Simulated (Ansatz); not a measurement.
# How fast states decay through MgBrF, part 2 of 4

A new crystal, MgBrF: structure, gap and complex bands. It is built by putting F for part of the Br in the MgBr2 structure of space group P-3m1, with the volume rescaled by atomic radii. The parent structure comes from the Materials Project.

Ansatz 0.2.0; PBEsol DFT, plane waves, PAW files (the session's first sound run).

So far. Step 2 (Cell and atoms at rest): The largest force component on a free atom ends at 0.0067 eV/Å.

The structure was built from a prototype and need not be the compound's stable phase.

### 3. Band edges

The energy window and the wavevectors of the next steps follow from the band edges, so these are searched first, off the mesh as well.

Contents of input.yaml:

```yaml
crystal:
  lattice:
    - [3.4784489653, 0.0, 0.0]
    - [-1.7392244826, 3.0124251697, 0.0]
    - [0.0, 0.0, 5.2256146703]
  atoms:
    - { symbol: Mg, position: [0.0, 0.0, -0.063373055] }
    - { symbol: Br, position: [0.3333333333, 0.6666666667, 0.2602093002] }
    - { symbol: F, position: [0.6666666667, 0.3333333333, 0.8031637548] }
kpoints:
  mp_grid: { grid: [8, 8, 4] }
  band_path: { path: [VBM, CBM], npoints: 30 }
scf:
  occupations: { method: fixed }
hamiltonian:
  xc: pbesol
output:
  eigenvalues: true
  write_potential: true
  write_density: true
  volumetric_format: npy
  elf: true
```

Launch:

```console
$ ansatz run input.yaml --threads 2 --pin off --max-ram 4096MiB --backend cpu --events-out ev --progress --plain --runs-dir out
```

Numbers of over 12 decimals in the logs are rounded to 6 here.

What it wrote:

```text
[...]
Crystal: 3 atoms, lattice volume = 54.757 Å³
Basis set: ecut = 420 eV, 1103 PW (Γ)
Bands: 16, of which v1, the nominal top of the filled ones, is band 12 counted from 1 (11 counted from 0)
Symmetry: 6 space group operations
[...]
k-points: 35 of 256 (time reversal used)
[...]
SCF iter   1: F=—  HF=-5453.097112 eV  |F-HF|=—  |Δ(HF+E_count)|=         —  Δρ=7.58e-3  dr2=2.03e-2  ethr=1.77e-3  ⟨swp⟩=5.1  Hψ=2682  notcnv=0  defer=68
[...]
SCF iter   7: F=-5453.091774 eV  HF=-5453.091774 eV  |F-HF|=4.90e-9  |Δ(HF+E_count)|=   2.59e-8  Δρ=4.06e-6  dr2=4.40e-9  ethr=4.17e-10  ⟨swp⟩=6.1  Hψ=2105  notcnv=0
SCF 1 converged in 7 iterations: F = -5453.091774 eV  dr2 = 4.40e-9
[...]
NSCF: frozen V_eff on 34 k-points
[...]
SCF converged after 7 iterations
Free energy (F): -5453.091774 eV
[...]
Internal energy: -5453.091774 eV  (E = F + TS)
E sigma→0 (E₀):  -5453.091774 eV
Fermi energy:    4.495970 eV
[...]
--- Band table (eV; the first three rows and the last of 35) ---
  k-point 0: bands = [... 8 lower, -0.2785, 2.4910, 4.4960, 4.4960, 6.9058, 11.1914, 14.8301, 14.8301]
  k-point 1: bands = [... 8 lower, -0.2754, 1.8679, 4.4953, 4.4953, 7.8886, 11.1800, 14.4329, 14.7935]
  k-point 2: bands = [... 8 lower, -0.1382, 1.1911, 4.4947, 4.4947, 9.2161, 10.8702, 13.1658, 14.7713]
  k-point 34: bands = [... 8 lower, -0.3540, 1.3010, 2.3849, 2.7828, 10.1989, 12.0999, 13.2088, 13.7507]
```

The job ended after 7.4 s (2 threads of Arm Neoverse N1, shared host; peak memory 0.3 GiB).

Reading the cycles: dr2 is the Hartree energy of the density residual (eV), the measure of convergence; HF is the Harris–Foulkes estimate of the energy, which meets the free energy F at convergence.

Numbers from this step:

```yaml
free_energy: -5453.0918 eV
fermi_energy: 4.496 eV
gap_on_the_k_mesh: 2.410 eV
gap_on_path: 2.410 eV, by band count; negative where bands overlap
direct_gap_on_path: 2.410 eV
edge_places_on_path: 0, 0 1/A along the path
```

Levels at VBM (eV): -5.29, -4.77, -4.77, -2.00, 0.00, 0.00, 2.41, 6.70.

Electrostatic potential energy in the ac plane at fractional y = 0.000, with atoms of Mg within 0.2 Å of it. With pseudopotentials it is smooth inside the atoms' cores, unlike the true potential.

Ten even steps from '_' (-58 eV) to '@' (10 eV), each cell a mean:
```
____::##%%@@@@@@@@@@%%**..__
____--##%%@@@@@@@@@@%%**::__
__::++##%%@@@@@@@@@@%%##==..
==++##%%@@@@@@@@@@@@%%%%##++
##%%%%%%@@@@@@@@@@@@@@%%%%##
%%%%@@@@@@@@@@@@@@@@@@@@%%%%
@@@@@@@@@@@@@@@@@@@@@@@@@@@@
@@@@@@@@@@@@@@@@@@@@@@@@@@@@
@@@@@@@@@@@@@@@@@@@@@@@@@@@@
@@@@@@@@@@@@@@@@@@@@@@@@@@@@
@@@@@@@@@@@@@@@@@@@@@@@@@@@@
@@@@@@@@@@@@@@@@@@@@@@@@@@@@
@@@@@@@@@@@@@@@@@@@@@@@@@@@@
@@@@@@@@@@@@@@@@@@@@@@@@@@@@
@@@@@@@@@@@@%%%%%%@@@@@@@@@@
@@@@@@@@@@@@%%%%%%@@@@@@@@@@
@@@@@@@@@@@@@@%%@@@@@@@@@@@@
%%%%@@@@@@@@@@@@@@@@@@@@@@%%
####%%%%@@@@@@@@@@@@@@%%%%##
==++##%%@@@@@@@@@@@@%%%%**++
__..++##%%@@@@@@@@@@%%##==..
```
Columns run along a (3.5 Å; values clipped at the 3rd and 97th percentile), rows up along c (5.2 Å). Atoms in or near the plane, at fractional coordinates: Mg at (0.00, 0.94).

Valence density in the ac plane at fractional y = 0.000, with atoms of Mg within 0.2 Å of it. It is the smooth field of the valence electrons, not physical close to the nuclei.

Ten steps, logarithmic in the rise over the least value, from '_' (0 e/Å³) to '@' (27 e/Å³), each cell a mean:
```
@@%%**::______________::**@@
@@%%++..______________::**@@
%%**==..____......____..==##
==--..______......______..--
____________......__________
____________________________
____________________________
____________________________
____________________________
____________________________
____________________________
______________..____________
__________..........________
________..............______
______......::::::....______
______......::::::....______
______......::::::....______
______................______
....____..............____..
==--..________..______..::--
%%**==..______________..==##
```
Columns run along a (3.5 Å), rows up along c (5.2 Å). Atoms in or near the plane, at fractional coordinates: Mg at (0.00, 0.94).

ELF in the ac plane at fractional y = 0.000, with atoms of Mg within 0.2 Å of it. It is the smooth field of the valence electrons, not physical close to the nuclei.

Ten even steps from '0' (0.01) to '9' (0.85), each cell a mean:
```
23410000000243
24410112110243
44300234320134
43101455531013
00002455542000
00002344431000
00001122210000
00000000000000
00000000000000
00000000000000
00012344432000
00024677764100
00136889885210
00147999986310
00258999997410
01258999997420
01258999997421
00147888886410
00025677764100
32102344431013
44300111110134
```
Columns run along a (3.5 Å), rows up along c (5.2 Å). Atoms in or near the plane, at fractional coordinates: Mg at (0.00, 0.94).

The searched edges give 2.41 eV, as on the mesh.

### 4. Complex bands, plane (001), k-mesh 8×8×6

This step: PBEsol DFT, plane waves, PAW files; complex bands by layer matching along the plane's normal (Ansatz 0.2.0).

The same crystal is laid in a cell whose first two vectors span the (001) plane (indices of the standard conventional cell, whose axes can be ordered otherwise than in the bulk input). At fixed energy and wavevector in the plane the solver finds all kz, real and complex. A few wavevectors are listed, (0, 0) and (0.5, 0) in units of the plane's reciprocal vectors; the slowest state needn't be among them.

Contents of input.yaml:

```yaml
crystal:
  lattice:
    - [3.478448965, 0.0, 0.0]
    - [1.739224483, 3.01242517, 0.0]
    - [0.0, 0.0, 5.22561467]
  atoms:
    - { symbol: Mg, position: [0.0, 0.0, 0.936626945] }
    - { symbol: Br, position: [0.6666666667, 0.6666666667, 0.2602093002] }
    - { symbol: F, position: [0.3333333333, 0.3333333333, 0.8031637548] }
kpoints:
  mp_grid: { grid: [8, 8, 6] }
scf:
  occupations: { method: fixed }
hamiltonian:
  xc: pbesol
output:
  eigenvalues: true
  transmission:
    leads: [[0, 0]]
    kpoints: [[0.0, 0.0], [0.5, 0.0]]
    e_range: [-1.0, 3.41]
    de: 0.11
```

What it wrote:

```text
[...]
Crystal: 3 atoms, lattice volume = 54.757 Å³
Basis set: ecut = 420 eV, 1103 PW (Γ)
Bands: 16, of which v1, the nominal top of the filled ones, is band 12 counted from 1 (11 counted from 0)
Symmetry: 6 space group operations
[...]
k-points: 50 of 384 (time reversal used)
[...]
SCF iter   1: F=—  HF=-5453.097140 eV  |F-HF|=—  |Δ(HF+E_count)|=         —  Δρ=7.58e-3  dr2=2.03e-2  ethr=1.77e-3  ⟨swp⟩=5.2  Hψ=3842  notcnv=0  defer=99
[...]
SCF iter   7: F=-5453.091812 eV  HF=-5453.091812 eV  |F-HF|=4.86e-9  |Δ(HF+E_count)|=   3.08e-8  Δρ=3.95e-6  dr2=4.21e-9  ethr=4.17e-10  ⟨swp⟩=6.1  Hψ=2981  notcnv=0
SCF 1 converged in 7 iterations: F = -5453.091812 eV  dr2 = 4.21e-9
[...]
transmission: 9 of 18 steps passed
transmission: 18 of 18 steps passed
SCF converged after 7 iterations
Free energy (F): -5453.091812 eV
[...]
Internal energy: -5453.091812 eV  (E = F + TS)
E sigma→0 (E₀):  -5453.091812 eV
Fermi energy:    4.495925 eV
[...]
--- Band table (eV; the first three rows and the last of 50) ---
  k-point 0: bands = [... 8 lower, -0.2784, 2.4910, 4.4959, 4.4959, 6.9058, 11.1913, 14.8300, 14.8300]
  k-point 1: bands = [... 8 lower, -0.2768, 2.1746, 4.4956, 4.4956, 7.3857, 11.1967, 14.8102, 14.8102]
  k-point 2: bands = [... 8 lower, -0.2739, 1.5515, 4.4950, 4.4950, 8.4583, 11.1109, 13.7952, 14.7803]
  k-point 49: bands = [... 8 lower, -0.3540, 1.3009, 2.3849, 2.7827, 10.1989, 12.0999, 13.2088, 13.7507]
--- Transmission ---
  basis      : 91 plane waves across, 9 finite elements along
  points     : 2, as listed
  energies   : 41 from -1.000000 to 3.400000 eV about the Fermi level, 0.110000 eV apart; the leads are filled to 1.204943 eV, and channels, transmission and decay are at 1.200000 eV
  crystal 0  : F1Mg1Br1, at the sites [0, 0], period 5.2256 Å: whole cells are its period
    offset         : up to 0.0000 Å between an atom of the period and one for which it stands
    channels       : 0.000000e0 a spin
    conductance    : none, the energies end too early or step too widely for 300 K: set another output.transmission.e_range or a lower de, or, where they end at an eighth of basis.ecutwfc, a higher one
    slowest decay  : 0.2669 /Å at (0.0000, 0.0000)
```

The job ended after 9.9 s (2 threads; peak memory 0.32 GiB; 14 s of CPU time).

This step gave:

- level to which the leads are filled: 1.205 eV from the Fermi level
- decay constant at the filling level, zone centre: 0.2669 Å⁻¹
- decay constant at the filling level, slowest listed point: 0.2669 Å⁻¹

K parallel (0, 0); values up to 1.5 1/Å, a degenerate pair printed once or twice; energies at which all values exceed this have no row. The Im kz of the slowest decaying states by energy, zero at the highest filled level on the SCF mesh:

```
energy (eV)  decay 1 (Å⁻¹)  decay 2 (Å⁻¹)  decay 3 (Å⁻¹)  decay 4 (Å⁻¹)
      -1.00          0.275           1.20           1.33           1.47
      -0.78          0.290           1.17           1.32           1.42
      -0.56          0.301           1.14           1.30           1.37
      -0.34          0.308           1.10           1.29           1.30
      -0.12          0.311          0.982           1.19           1.28
      -0.01          0.311          0.616           1.06           1.27
       0.10          0.311           1.06           1.27              -
       0.32          0.308           1.16           1.25              -
       0.54          0.302           1.20           1.24              -
       0.76          0.294           1.22           1.23              -
       0.98          0.282           1.21           1.23              -
       1.20          0.267           1.20           1.24              -
       1.42          0.248           1.18           1.24              -
       1.64          0.224           1.17           1.24              -
       1.86          0.194           1.15           1.24              -
       2.08          0.154           1.14           1.24              -
       2.30         0.0906           1.12           1.23           1.49
       2.52           1.10           1.23           1.48              -
       2.74           1.08           1.22           1.47              -
       2.96           1.06           1.21           1.45              -
       3.18           1.04           1.21           1.44              -
       3.40           1.02           1.20           1.43              -
```

K parallel (0.5, 0); values up to 1.5 1/Å, a degenerate pair printed once or twice; energies at which all values exceed this have no row. Im kz of the slowest decaying states against energy, zero at the highest filled level on the SCF mesh:

```
energy (eV)  decay 1 (Å⁻¹)  decay 2 (Å⁻¹)  decay 3 (Å⁻¹)  decay 4 (Å⁻¹)
      -1.00          0.330          0.522           1.23              -
      -0.78          0.428          0.551           1.21              -
      -0.56          0.575          0.611           1.19              -
      -0.34          0.595          0.702           1.17              -
      -0.12          0.613          0.761           1.16              -
      -0.01          0.620          0.784           1.15              -
       0.10          0.628          0.804           1.14              -
       0.32          0.642          0.839           1.12              -
       0.54          0.654          0.866           1.10              -
       0.76          0.665          0.889           1.08              -
       0.98          0.676          0.908           1.06              -
       1.20          0.687          0.924           1.04              -
       1.42          0.697          0.938           1.02              -
       1.64          0.709          0.950          0.993              -
       1.86          0.722          0.960          0.968              -
       2.08          0.738          0.941          0.968              -
       2.30          0.759          0.912          0.976              -
       2.52          0.789          0.879          0.982              -
       2.74          0.667          0.843          0.987           1.01
       2.96          0.614          0.806          0.992           1.21
       3.18          0.571          0.767          0.995           1.09
       3.40          0.531          0.729          0.994          0.998
```

At the listed wavevectors the last open channel is at -0.89 eV and the next at +2.41 eV on the grid, wider than the gap, since narrow bands can fall between grid energies. At +1.20 eV, the grid energy nearest the filling level (the middle of the gap on the SCF mesh), the slowest state at the listed wavevectors decays with κ = 0.267 Å⁻¹, its amplitude falling by e over 3.7 Å. Through 1 nm of this crystal that state's transmission falls by exp(−2 × 0.267 Å⁻¹ × 10 Å) = 0.0048.

### 5. Decay over the two-dimensional zone

The listed points could miss the slowest state, so one energy near mid-gap is solved on a mesh of 12×12.

Changes to input.yaml since step 4:

```diff
@@ -17,6 +17,2 @@
   eigenvalues: true
-  transmission:
-    leads: [[0, 0]]
-    kpoints: [[0.0, 0.0], [0.5, 0.0]]
-    e_range: [-1.0, 3.41]
-    de: 0.11
+  transmission: { leads: [[0, 0]], kmesh: [12, 12], e_range: [1.2, 1.21], de: 0.05 }
```

What it wrote:

```text
[...]
Crystal: 3 atoms, lattice volume = 54.757 Å³
Basis set: ecut = 420 eV, 1103 PW (Γ)
Bands: 16, of which v1, the nominal top of the filled ones, is band 12 counted from 1 (11 counted from 0)
Symmetry: 6 space group operations
[...]
k-points: 50 of 384 (time reversal used)
[...]
SCF iter   1: F=—  HF=-5453.097140 eV  |F-HF|=—  |Δ(HF+E_count)|=         —  Δρ=7.58e-3  dr2=2.03e-2  ethr=1.77e-3  ⟨swp⟩=5.2  Hψ=3842  notcnv=0  defer=99
[...]
SCF iter   7: F=-5453.091812 eV  HF=-5453.091812 eV  |F-HF|=4.86e-9  |Δ(HF+E_count)|=   3.08e-8  Δρ=3.95e-6  dr2=4.21e-9  ethr=4.17e-10  ⟨swp⟩=6.1  Hψ=2981  notcnv=0
SCF 1 converged in 7 iterations: F = -5453.091812 eV  dr2 = 4.21e-9
[...]
transmission: 24 of 152 steps passed
transmission: 48 of 152 steps passed
[...]
transmission: 152 of 152 steps passed
SCF converged after 7 iterations
Free energy (F): -5453.091812 eV
[...]
Internal energy: -5453.091812 eV  (E = F + TS)
E sigma→0 (E₀):  -5453.091812 eV
Fermi energy:    4.495925 eV
[...]
--- Band table (eV; the first three rows and the last of 50) ---
  k-point 0: bands = [... 8 lower, -0.2784, 2.4910, 4.4959, 4.4959, 6.9058, 11.1913, 14.8300, 14.8300]
  k-point 1: bands = [... 8 lower, -0.2768, 2.1746, 4.4956, 4.4956, 7.3857, 11.1967, 14.8102, 14.8102]
  k-point 2: bands = [... 8 lower, -0.2739, 1.5515, 4.4950, 4.4950, 8.4583, 11.1109, 13.7952, 14.7803]
  k-point 49: bands = [... 8 lower, -0.3540, 1.3009, 2.3849, 2.7827, 10.1989, 12.0999, 13.2088, 13.7507]
--- Transmission ---
  basis      : 91 plane waves across, 8 finite elements along
  points     : 19, standing for a mesh of 12 x 12
  energies   : 1 from 1.200000 to 1.200000 eV about the Fermi level; the leads are filled to 1.204943 eV, and channels, transmission and decay are at 1.200000 eV
  crystal 0  : F1Mg1Br1, at the sites [0, 0], period 5.2256 Å: whole cells are its period
[...]
channels       : 0.000000e0 a spin
    conductance    : none, crystal 0 has no channel at the energies, or these end too early or step too widely for 300 K: set another output.transmission.e_range or a lower de, or, where they end at an eighth of basis.ecutwfc, a higher one
    slowest decay  : 0.2669 /Å at (0.0000, 0.0000)
```

It took 7.7 s on 2 threads; peak memory 0.32 GiB; 14 s of CPU time.

Numbers from this step:

| Property | Result |
| --- | --- |
| least decay constant on the mesh | 0.2669 Å⁻¹ |

Slowest decay constant (1/Å; 0 where a channel is open) over k1 and k2. At 1.2000 eV from the Fermi level.

Values, 12 rows by 12 columns:
```
0.710 0.771 0.659 0.659 0.771 0.710 0.689 0.760 0.807 0.807 0.760 0.689
0.807 0.659 0.632 0.659 0.807 0.760 0.752 0.603 0.571 0.603 0.752 0.760
0.738 0.659 0.659 0.738 0.807 0.603 0.491 0.446 0.446 0.491 0.603 0.807
0.807 0.771 0.807 0.807 0.571 0.446 0.377 0.355 0.377 0.446 0.571 0.807
0.710 0.710 0.760 0.603 0.446 0.355 0.302 0.302 0.355 0.446 0.603 0.760
0.687 0.689 0.752 0.491 0.377 0.302 0.267 0.302 0.377 0.491 0.752 0.689
0.710 0.760 0.603 0.446 0.355 0.302 0.302 0.355 0.446 0.603 0.760 0.710
0.807 0.807 0.571 0.446 0.377 0.355 0.377 0.446 0.571 0.807 0.807 0.771
0.738 0.807 0.603 0.491 0.446 0.446 0.491 0.603 0.807 0.738 0.659 0.659
0.807 0.760 0.752 0.603 0.571 0.603 0.752 0.760 0.807 0.659 0.632 0.659
0.710 0.689 0.760 0.807 0.807 0.760 0.689 0.710 0.771 0.659 0.659 0.771
0.687 0.710 0.807 0.738 0.807 0.710 0.687 0.710 0.807 0.738 0.807 0.710
```
Columns: k1 (b1) from -0.5 to 0.417; rows upwards: k2 (b2) from -0.5 to 0.417.

The least value on the mesh is 0.267 Å⁻¹ at +1.20 eV. At that energy the listed points give about 0.267 Å⁻¹ by interpolation, so the mesh holds no clearly slower state.

(Continued in part 3 of 4.)

[Logs are printed without paths, hosts, clocks, repeated set-up lines and the standing remarks that a program may print on its own settings, such as how far it seeks lower states.]

[Hosts, paths, dates, database ids (printed as entryN), source tags and the programs' standing remarks are cut or masked in the printed files.]

[New means built here by substitution; the compound itself may be known and measured.]
